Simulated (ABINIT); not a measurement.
# A GW chain in ABINIT: CdS (Greenockite), part 2 of 3

Aim: the G0W0 gap of CdS (Greenockite) on PBE, step by step.

ABINIT 10.8.3; PBE and many-body steps on it, plane waves. Known limits of the many-body steps: not at the basis limit; no spin-orbit coupling; coarse k mesh.

So far. Step 2 (Ground state): The gap is direct, at Γ.

### Step 3. Bands along the symmetry lines

Level of this step: DFT, PBE, plane waves, norm-conserving pseudopotentials (ABINIT).

The cheap functional maps the bands first; the places of the edges decide which points the dearer methods must see.

The input, run.abi:

```
acell 3*1.0 Angstrom
rprim 
  4.137000000025 -0.000000000006 0.000000000000
  -2.068500000008 3.582747095481 0.000000000000
  0.000000000000 0.000000000000 6.714400000000
ntypat 2
znucl 48 16
natom 4
typat 1 1 2 2
xred 
  0.666666666667 0.333333333333 0.000000000000
  0.333333333333 0.666666666667 0.500000000000
  0.666666666667 0.333333333333 0.375000000000
  0.333333333333 0.666666666667 0.875000000000
pp_dirpath "pseudos"
pseudos "Cd.upf, S.upf"
ecut 47
iscf -2
irdden 1
kptopt 0
nkpt 39
kpt 
  0.00000000 0.00000000 0.00000000
  0.12500000 0.00000000 0.00000000
  0.25000000 0.00000000 0.00000000
  0.37500000 0.00000000 0.00000000
  0.50000000 0.00000000 0.00000000
  0.45833333 0.08333333 0.00000000
  0.41666666 0.16666666 0.00000000
  0.37500000 0.25000000 0.00000000
  0.33333333 0.33333333 0.00000000
  0.25000000 0.25000000 0.00000000
  0.16666666 0.16666666 0.00000000
  0.08333333 0.08333333 0.00000000
  0.00000000 0.00000000 0.00000000
  0.00000000 0.00000000 0.12500000
  0.00000000 0.00000000 0.25000000
  0.00000000 0.00000000 0.37500000
  0.00000000 0.00000000 0.50000000
  0.12500000 0.00000000 0.50000000
  0.25000000 0.00000000 0.50000000
  0.37500000 0.00000000 0.50000000
  0.50000000 0.00000000 0.50000000
  0.45833333 0.08333333 0.50000000
  0.41666666 0.16666666 0.50000000
  0.37500000 0.25000000 0.50000000
  0.33333333 0.33333333 0.50000000
  0.25000000 0.25000000 0.50000000
  0.16666666 0.16666666 0.50000000
  0.08333333 0.08333333 0.50000000
  0.00000000 0.00000000 0.50000000
  0.50000000 0.00000000 0.50000000
  0.50000000 0.00000000 0.37500000
  0.50000000 0.00000000 0.25000000
  0.50000000 0.00000000 0.12500000
  0.50000000 0.00000000 0.00000000
  0.33333333 0.33333333 0.50000000
  0.33333333 0.33333333 0.37500000
  0.33333333 0.33333333 0.25000000
  0.33333333 0.33333333 0.12500000
  0.33333333 0.33333333 0.00000000
istwfk *1
nband 37
nbdbuf 6
tolwfr 1e-07
nstep 50
prtwf 0
prtvol 0
indata_prefix "in"
outdata_prefix "out"
tmpdata_prefix "tmp"
```

Command:

```bash
$ OMP_NUM_THREADS=1 mpirun -n 4 abinit run.abi > log
```

Numbers of over 12 decimals in the logs are rounded to 6 here.

The log of the run:

```text
.Version 10.8.3 of ABINIT. v10.8.2 released Aug 2026.

 Symmetries : space group P6_3 m c (#186); Bravais hP (primitive hexag.)
[... echo of the input left out ...]
== DATASET  1 ==================================================================
-   mpi_nproc: 4, omp_nthreads: 1 (-1 if OMP is not activated)

--- !DatasetInfo
iteration_state: {dtset: 1, }
dimensions: {natom: 4, nkpt: 39, mband: 37, nsppol: 1, nspinor: 1, nspden: 1, mpw: 10376, }
cutoff_energies: {ecut:  47.0, pawecutdg:  -1.0, }
electrons: {nelect:   5.20000000E+01, charge:   0.00000000E+00, occopt:   1.00000000E+00, tsmear:   1.00000000E-02, }

 Real(R)+Recip(G) space primitive vectors, cartesian coordinates (Bohr,Bohr^-1):
 R(1)=  7.8177970  0.0000000  0.0000000  G(1)=  0.1279133  0.0738508  0.0000000
 R(2)= -3.9088985  6.7704108  0.0000000  G(2)=  0.0000000  0.1477015  0.0000000
 R(3)=  0.0000000  0.0000000 12.6883771  G(3)=  0.0000000  0.0000000  0.0788123
 Unit cell volume ucvol=  6.7159196E+02 bohr^3
 Angles (23,13,12)=  9.00000000E+01  9.00000000E+01  1.20000000E+02 degrees

 getcut: wavevector=  0.0000  0.0000  0.0000  ngfft=  50  50  80
         ecut(hartree)=     47.000   => boxcut(ratio)=   2.04301

--- Pseudopotential description ------------------------------------------------
- Cd Generated using ONCVPSP code by D. R. Hamann
- 48.00000  20.00000  171031                  znucl, zion, pspdat
12 -101130 2 -1 1368                          pspcod,pspxc,lmax,lloc,mmax
     nproj     2     2     2
  pspatm : epsatm=   23.16453630
         --- l  ekb(1:nproj) -->
             0   51.917189    3.534234
             1    8.636196    1.282240
             2    0.687672   -0.678465
 pspatm: atomic psp has been read  and splines computed

- S Generated using ONCVPSP code by D. R. Hamann
- 16.00000   6.00000  171031                  znucl, zion, pspdat
12 -101130 2 -1 1146                          pspcod,pspxc,lmax,lloc,mmax
     nproj     2     2     2
  pspatm : epsatm=    9.01821529
         --- l  ekb(1:nproj) -->
[...]
pspatm: atomic psp has been read  and splines computed

--------------------------------------------------------------------------------

================================================================================
 prteigrs : about to open file out_EIG
 Non-SCF case, kpt    1 (  0.00000  0.00000  0.00000), residuals and eigenvalues=
  4.67E-08  5.73E-08  2.37E-08  8.85E-08  8.12E-08  9.79E-08  2.20E-08  7.00E-08
  2.10E-08  1.47E-08  5.94E-08  4.85E-08  5.81E-08  3.87E-08  6.11E-08  1.92E-08
  2.38E-08  4.82E-08  9.63E-08  8.26E-08  7.29E-08  2.38E-08  7.08E-08  6.36E-08
[...]
7.34E-08  1.58E-08  5.26E-05  4.09E-04  2.13E-04
 -3.5653E+00 -3.5653E+00 -2.1346E+00 -2.1345E+00 -2.1344E+00 -2.1344E+00
 -2.1344E+00 -2.1344E+00 -2.9322E-01 -2.7715E-01 -1.2388E-01 -1.2293E-01
[...]
Non-SCF case, kpt   38 (  0.33333  0.33333  0.12500), residuals and eigenvalues=
[...]
5.6759E-01
 Non-SCF case, kpt   39 (  0.33333  0.33333  0.00000), residuals and eigenvalues=
[...]
9.1870E-02  1.0097E-01  3.3009E-01  3.4772E-01  3.4772E-01  4.2348E-01
  4.3271E-01  4.3271E-01  4.7931E-01  4.7931E-01  5.0456E-01  5.6604E-01
  5.6879E-01

--- !ResultsGS
iteration_state: {dtset: 1, }
comment   : Summary of ground state results
lattice_vectors:
- [  7.8177970,  -0.0000000,   0.0000000, ]
- [ -3.9088985,   6.7704108,   0.0000000, ]
- [  0.0000000,   0.0000000,  12.6883771, ]
lattice_lengths: [   7.81780,    7.81780,   12.68838, ]
lattice_angles: [ 90.000,  90.000, 120.000, ] # degrees, (23, 13, 12)
lattice_volume:   6.7159196E+02
convergence: {deltae:  0.000E+00, res2:  0.000E+00, residm:  9.999E-08, diffor:  0.000E+00, }
etotal    :  -3.72830038E+02
entropy   :   0.00000000E+00
fermie    :   1.60565230E-01
cartesian_stress_tensor: null
pressure_GPa: null
xred      :
- [  6.6667E-01,   3.3333E-01,   0.0000E+00, Cd]
- [  3.3333E-01,   6.6667E-01,   5.0000E-01, Cd]
- [  6.6667E-01,   3.3333E-01,   3.7500E-01,  S]
- [  3.3333E-01,   6.6667E-01,   8.7500E-01,  S]
cartesian_forces: null
force_length_stats: {min: null, max: null, mean: null, }

 Integrated electronic density in atomic spheres:
 ------------------------------------------------
 Atom  Sphere_radius  Integrated_density
[...]
================================================================================

 ----iterations are completed or convergence reached----

 Mean square residual over all n,k,spin=   54.500E-09; max=  99.986E-09
 reduced coordinates (array xred) for    4 atoms
[...]
0.666666666667      0.333333333333      0.375000000000
       0.333333333333      0.666666666667      0.875000000000

 cartesian coordinates (angstrom) at end:
    1      2.068500     1.194249     0.000000
    2      3e-12     2.388498     3.357200
    3      2.068500     1.194249     2.517900
    4      3e-12     2.388498     5.875100
 length scales=  1.889726125908  1.889726125908  1.889726125908 bohr
              =  1.000000000000  1.000000000000  1.000000000000 angstroms
 prteigrs : about to open file out_EIG
 Eigenvalues (hartree) for nkpt=  39  k points:
 kpt#   1, nband= 37, wtk=  1.00000, kpt=  0.0000  0.0000  0.0000 (reduced coord)
[...]
kpt#   2, nband= 37, wtk=  1.00000, kpt=  0.1250  0.0000  0.0000 (reduced coord)
[...]
kpt#   3, nband= 37, wtk=  1.00000, kpt=  0.2500  0.0000  0.0000 (reduced coord)
[...]
kpt#  38, nband= 37, wtk=  1.00000, kpt=  0.3333  0.3333  0.1250 (reduced coord)
[...]
0.49146    0.49146    0.50367    0.55048    0.56759
 kpt#  39, nband= 37, wtk=  1.00000, kpt=  0.3333  0.3333  0.0000 (reduced coord)
[...]
-0.10736   -0.10528   -0.08695   -0.08695    0.02507    0.02507    0.04673    0.09187
   0.09187    0.10097    0.33009    0.34772    0.34772    0.42348    0.43271    0.43271
   0.47931    0.47931    0.50456    0.56604    0.56879

== END DATASET(S) ==============================================================
================================================================================

 -outvars: echo values of variables after computation  --------
            nband          37
             nkpt          39
          spgroup         186
 [... the other variables as echoed above ...]

 Calculation completed.
```

It took 78 s on 4 MPI ranks of Arm Neoverse V1, shared host; peak memory 0.54 GiB.

This step gave:

| Item | Value |
| --- | --- |
| gap | 1.198 eV |
| k of the valence top | 0, 0, 0 |
| k of the conduction bottom | 0, 0, 0 |
| least direct gap | 1.198 eV |

The gap is 1.198 eV, as in the run before at this level.

The electronic bands at the labelled points (eV, zero at the top of the highest filled band):

| point | band 23 | band 24 | band 25 | band 26 | band 27 | band 28 | band 29 | band 30 |
| --- | --- | --- | --- | --- | --- | --- | --- | --- |
| Γ | -0.77 | -0.05 | 0.00 | 0.00 | 1.20 | 2.78 | 6.43 | 6.43 |
| halfway | -1.94 | -1.37 | -0.51 | -0.37 | 2.98 | 3.99 | 5.48 | 6.39 |
| M | -2.67 | -1.88 | -1.31 | -0.74 | 3.71 | 3.86 | 5.09 | 6.40 |
| halfway | -2.71 | -2.19 | -1.46 | -1.20 | 4.32 | 4.68 | 4.91 | 6.45 |
| K | -3.10 | -1.87 | -1.87 | -1.62 | 4.61 | 5.09 | 5.09 | 7.15 |
| halfway | -2.39 | -1.67 | -0.66 | -0.63 | 3.40 | 4.52 | 5.54 | 5.78 |
| Γ | -0.77 | -0.05 | 0.00 | 0.00 | 1.20 | 2.78 | 6.43 | 6.43 |
| halfway | -0.67 | -0.67 | -0.12 | -0.12 | 2.09 | 2.85 | 6.28 | 6.50 |
| A | -0.40 | -0.40 | -0.40 | -0.40 | 2.84 | 2.84 | 6.17 | 6.17 |
| halfway | -1.34 | -1.34 | -0.90 | -0.90 | 3.81 | 3.81 | 5.40 | 5.40 |
| L | -1.34 | -1.34 | -1.34 | -1.34 | 3.46 | 3.46 | 5.37 | 5.37 |
| halfway | -1.96 | -1.96 | -1.18 | -1.18 | 4.00 | 4.00 | 5.70 | 5.70 |
| H | -2.42 | -2.42 | -1.13 | -1.13 | 4.38 | 4.38 | 6.08 | 6.08 |
| halfway | -1.36 | -1.36 | -1.19 | -1.19 | 4.14 | 4.14 | 5.40 | 5.40 |
| A | -0.40 | -0.40 | -0.40 | -0.40 | 2.84 | 2.84 | 6.17 | 6.17 |
| jump to L | -1.34 | -1.34 | -1.34 | -1.34 | 3.46 | 3.46 | 5.37 | 5.37 |
| halfway | -2.16 | -1.73 | -1.13 | -0.93 | 3.31 | 3.89 | 5.56 | 5.62 |
| M | -2.67 | -1.88 | -1.31 | -0.74 | 3.71 | 3.86 | 5.09 | 6.40 |
| jump to H | -2.42 | -2.42 | -1.13 | -1.13 | 4.38 | 4.38 | 6.08 | 6.08 |
| halfway | -2.91 | -1.88 | -1.49 | -1.49 | 4.78 | 4.78 | 5.06 | 6.73 |
| K | -3.10 | -1.87 | -1.87 | -1.62 | 4.61 | 5.09 | 5.09 | 7.15 |

### Step 4. Empty states on the mesh, 3×3×2 mesh, 531 bands

The sums over transitions need many empty states on a uniform mesh; this step solves for them.

The input, run.abi:

```
acell 3*1.0 Angstrom
rprim 
  4.137000000025 -0.000000000006 0.000000000000
  -2.068500000008 3.582747095481 0.000000000000
  0.000000000000 0.000000000000 6.714400000000
ntypat 2
znucl 48 16
natom 4
typat 1 1 2 2
xred 
  0.666666666667 0.333333333333 0.000000000000
  0.333333333333 0.666666666667 0.500000000000
  0.666666666667 0.333333333333 0.375000000000
  0.333333333333 0.666666666667 0.875000000000
pp_dirpath "pseudos"
pseudos "Cd.upf, S.upf"
ecut 47
ngkpt 3 3 2
nshiftk 1
shiftk 0 0 0
kptopt 1
chksymbreak 0
iscf -2
irdden 1
istwfk *1
nband 531
nbdbuf 48
tolwfr 1e-09
nstep 60
prtvol 0
indata_prefix "in"
outdata_prefix "out"
tmpdata_prefix "tmp"
```

The log of the run:

```text
.Version 10.8.3 of ABINIT. v10.8.2 released Aug 2026.

 Symmetries : space group P6_3 m c (#186); Bravais hP (primitive hexag.)
[... echo of the input left out ...]
== DATASET  1 ==================================================================
-   mpi_nproc: 4, omp_nthreads: 1 (-1 if OMP is not activated)

--- !DatasetInfo
iteration_state: {dtset: 1, }
dimensions: {natom: 4, nkpt: 6, mband: 531, nsppol: 1, nspinor: 1, nspden: 1, mpw: 10374, }
cutoff_energies: {ecut:  47.0, pawecutdg:  -1.0, }
electrons: {nelect:   5.20000000E+01, charge:   0.00000000E+00, occopt:   1.00000000E+00, tsmear:   1.00000000E-02, }

 Real(R)+Recip(G) space primitive vectors, cartesian coordinates (Bohr,Bohr^-1):
 R(1)=  7.8177970  0.0000000  0.0000000  G(1)=  0.1279133  0.0738508  0.0000000
 R(2)= -3.9088985  6.7704108  0.0000000  G(2)=  0.0000000  0.1477015  0.0000000
 R(3)=  0.0000000  0.0000000 12.6883771  G(3)=  0.0000000  0.0000000  0.0788123
 Unit cell volume ucvol=  6.7159196E+02 bohr^3
 Angles (23,13,12)=  9.00000000E+01  9.00000000E+01  1.20000000E+02 degrees

 getcut: wavevector=  0.0000  0.0000  0.0000  ngfft=  50  50  80
         ecut(hartree)=     47.000   => boxcut(ratio)=   2.04301

--- Pseudopotential description ------------------------------------------------
- Cd Generated using ONCVPSP code by D. R. Hamann
- 48.00000  20.00000  171031                  znucl, zion, pspdat
12 -101130 2 -1 1368                          pspcod,pspxc,lmax,lloc,mmax
     nproj     2     2     2
  pspatm : epsatm=   23.16453630
         --- l  ekb(1:nproj) -->
             0   51.917189    3.534234
             1    8.636196    1.282240
             2    0.687672   -0.678465
 pspatm: atomic psp has been read  and splines computed

- S Generated using ONCVPSP code by D. R. Hamann
- 16.00000   6.00000  171031                  znucl, zion, pspdat
12 -101130 2 -1 1146                          pspcod,pspxc,lmax,lloc,mmax
     nproj     2     2     2
  pspatm : epsatm=    9.01821529
         --- l  ekb(1:nproj) -->
[...]
pspatm: atomic psp has been read  and splines computed

--------------------------------------------------------------------------------

================================================================================
 prteigrs : about to open file out_EIG
 Non-SCF case, kpt    1 (  0.00000  0.00000  0.00000), residuals and eigenvalues=
  9.05E-10  9.52E-10  3.19E-10  4.42E-10  2.23E-10  5.41E-10  7.32E-10  9.92E-10
  9.18E-11  1.69E-10  1.85E-10  2.60E-10  4.06E-10  2.33E-10  3.62E-10  2.28E-10
  3.33E-10  2.32E-10  2.26E-10  2.69E-10  4.56E-10  1.03E-10  4.82E-10  1.64E-10
[...]
-3.5653E+00 -3.5653E+00 -2.1346E+00 -2.1345E+00 -2.1344E+00 -2.1344E+00
 -2.1344E+00 -2.1344E+00 -2.9322E-01 -2.7715E-01 -1.2388E-01 -1.2293E-01
 -1.2293E-01 -1.1972E-01 -1.1972E-01 -1.0812E-01 -1.0812E-01 -1.0475E-01
[...]
5.9894E+00  5.9910E+00  5.9948E+00  5.9994E+00  6.0020E+00  6.0034E+00
  6.0170E+00  6.0188E+00  6.0229E+00  6.0254E+00  6.0271E+00  6.0291E+00
[...]
prteigrs : prtvol=0 or 1, do not print more k-points.

--- !ResultsGS
iteration_state: {dtset: 1, }
comment   : Summary of ground state results
lattice_vectors:
- [  7.8177970,  -0.0000000,   0.0000000, ]
- [ -3.9088985,   6.7704108,   0.0000000, ]
- [  0.0000000,   0.0000000,  12.6883771, ]
lattice_lengths: [   7.81780,    7.81780,   12.68838, ]
lattice_angles: [ 90.000,  90.000, 120.000, ] # degrees, (23, 13, 12)
lattice_volume:   6.7159196E+02
convergence: {deltae:  0.000E+00, res2:  0.000E+00, residm:  9.956E-10, diffor:  0.000E+00, }
etotal    :  -3.72830038E+02
entropy   :   0.00000000E+00
fermie    :   1.60565230E-01
cartesian_stress_tensor: null
pressure_GPa: null
xred      :
- [  6.6667E-01,   3.3333E-01,   0.0000E+00, Cd]
- [  3.3333E-01,   6.6667E-01,   5.0000E-01, Cd]
- [  6.6667E-01,   3.3333E-01,   3.7500E-01,  S]
- [  3.3333E-01,   6.6667E-01,   8.7500E-01,  S]
cartesian_forces: null
force_length_stats: {min: null, max: null, mean: null, }

 Integrated electronic density in atomic spheres:
 ------------------------------------------------
 Atom  Sphere_radius  Integrated_density
[...]
================================================================================

 ----iterations are completed or convergence reached----

 Mean square residual over all n,k,spin=   34.685E-11; max=  99.556E-11
 reduced coordinates (array xred) for    4 atoms
[...]
0.333333333333      0.666666666667      0.875000000000

 cartesian coordinates (angstrom) at end:
    1      2.068500     1.194249     0.000000
    2      3e-12     2.388498     3.357200
    3      2.068500     1.194249     2.517900
    4      3e-12     2.388498     5.875100
 length scales=  1.889726125908  1.889726125908  1.889726125908 bohr
              =  1.000000000000  1.000000000000  1.000000000000 angstroms
 prteigrs : about to open file out_EIG
 Eigenvalues (hartree) for nkpt=   6  k points:
 kpt#   1, nband=531, wtk=  0.05556, kpt=  0.0000  0.0000  0.0000 (reduced coord)
[...]
5.95640    5.95662    5.96560    5.96582    5.98941    5.99103    5.99476    5.99937
   6.00198    6.00339    6.01698    6.01879    6.02288    6.02535    6.02712    6.02906
   6.03055    6.03355    6.03735
 prteigrs : prtvol=0 or 1, do not print more k-points.

== END DATASET(S) ==============================================================
================================================================================

 -outvars: echo values of variables after computation  --------
            nband         531
             nkpt           6
          spgroup         186
 [... the other variables as echoed above ...]

 Calculation completed.
```

The job ended after 21 min (4 MPI ranks; peak memory 0.98 GiB; 83 min of CPU time).

This step gave:

* gap: 1.198 eV
* k of the valence top: 0, 0, 0
* k of the conduction bottom: 0, 0, 0
* least direct gap: 1.198 eV
* k points computed: 6
* lowest point of the top converged band, above the valence top: 150.9386 eV

On this mesh the gap is 1.198 eV.

### Step 5. Screening, 3×3×2 mesh, 483 bands, screening to 201.4 eV

The RPA dielectric matrix is built and inverted for each q.

This step: RPA screening on PBE, plane waves, norm-conserving pseudopotentials.

Changes to run.abi since step 4:

```diff
@@ -22,10 +22,11 @@
 chksymbreak 0
-iscf -2
-irdden 1
 istwfk *1
-nband 531
-nbdbuf 48
-tolwfr 1e-09
-nstep 60
-prtvol 0
+occopt 1
+irdwfk 1
+optdriver 3
+nband 483
+ecuteps 7.4
+inclvkb 2
+awtr 1
+symchi 1
 indata_prefix "in"
```

The log of the run:

```text
.Version 10.8.3 of ABINIT. v10.8.2 released Aug 2026.

 Symmetries : space group P6_3 m c (#186); Bravais hP (primitive hexag.)
[... echo of the input left out ...]
== DATASET  1 ==================================================================
-   mpi_nproc: 4, omp_nthreads: 1 (-1 if OMP is not activated)

--- !DatasetInfo
iteration_state: {dtset: 1, }
dimensions: {natom: 4, nkpt: 6, mband: 483, nsppol: 1, nspinor: 1, nspden: 1, mpw: 10374, }
cutoff_energies: {ecut:  47.0, pawecutdg:  -1.0, }
electrons: {nelect:   5.20000000E+01, charge:   0.00000000E+00, occopt:   1.00000000E+00, tsmear:   1.00000000E-02, }

 SCREENING: Calculation of the susceptibility and dielectric matrices

 Based on a program developped by R.W. Godby, V. Olevano, G. Onida, and L. Reining.
 Incorporated in ABINIT by V. Olevano, G.-M. Rignanese, and M. Torrent.
.Using double precision arithmetic ; gwpc =  8

[... cell and pseudopotentials left out ...]
--------------------------------------------------------------------------------

 ==== K-mesh for the wavefunctions ====
 Number of points in the irreducible wedge :     6
[... list of points left out ...]
 Together with 12 symmetry operations and time-reversal symmetry
 yields    18 points in the full Brillouin Zone.

 ==== Q-mesh for the screening function ====
 Number of points in the irreducible wedge :     6
[... list of points left out ...]
 Together with 12 symmetry operations and time-reversal symmetry
 yields    18 points in the full Brillouin Zone.

 setmesh: FFT mesh size selected  =    30x   30x   60
          total number of points  =        54000

 vcoul_init : cutoff-mode = AUXILIARY_FUNCTION
 q-points for optical limit:   1
     1)      0.000010    0.000020    0.000030

- screening: taking advantage of time-reversal symmetry
- Maximum band index for partially occupied states nbvw = 26
- Remaining bands to be divided among processors   nbcw = 457
- Number of bands treated by each node ~114

 Number of electrons calculated from density =   52.0000; Expected =   52.0000
 average of density, n =  0.077428
 r_s =    1.4555
 omega_plasma =   26.8414 [eV]

 calculating chi0 at frequencies [eV] :
  1    0.000000E+00    0.000000E+00
  2    0.000000E+00    2.684136E+01

--------------------------------------------------------------------------------
  q-point number  1        q = ( 0.000000, 0.000000, 0.000000) [r.l.u.]
--------------------------------------------------------------------------------
[... chi0 elements left out ...]
 For q-point:  0.000010 0.000020 0.000030
  dielectric constant =  13.5804
  dielectric constant without local fields =  14.3895

  Average fulfillment of the sum rule on Im[epsilon] for q-point    1 :     85.84  [%]
[... wings left out ...]
  q-point number  2        q = ( 0.333333, 0.000000, 0.000000) [r.l.u.]
--------------------------------------------------------------------------------
[... chi0 elements left out ...]
  Average fulfillment of the sum rule on Im[epsilon] for q-point    2 :     87.94  [%]

 [... 4 further q-points ...]
```

It took 6.7 min on 4 MPI ranks; peak memory 3.8 GiB.

Numbers from this step:

```
ε∞ with local fields, on this mesh, along the program's q direction : 13.58
the same without local fields                                       : 14.39
plasma frequency                                                    : 26.84 eV
plane waves in the screening matrix                                 : 639
```

Local fields lower ε∞ by 6 %. On a Γ-centred mesh this coarse the value itself is usually too large, while a short band sum pulls it down.

(Continued in part 3 of 3.)

[Paths, hosts, dates, memory and timing lines, banners, echoed tables and standing remarks are left out of the program output.]

[Logs are printed without paths, hosts, clocks, repeated set-up lines and the standing remarks that a program may print on its own settings, such as how far it seeks lower states.]

[Runs of the session that timed out or met a known fault of the program may be left out.]

[No measured gap is set beside runs whose start may be inverted or whose files or cutoffs have a known fault.]

[Hosts, paths, dates, database ids (printed as entryN), source tags and the programs' standing remarks are cut or masked in the printed files.]

[G0W0 gaps are taken among the corrected bands and points alone; a level outside them can change the order at an edge.]

[Where Ansatz stands beside ABINIT at settings called matched, ABINIT's density can come from a denser mesh and the files from another edition; pairs whose starting gaps differed by over 0.03 eV were left out, so agreement reads better than it is.]
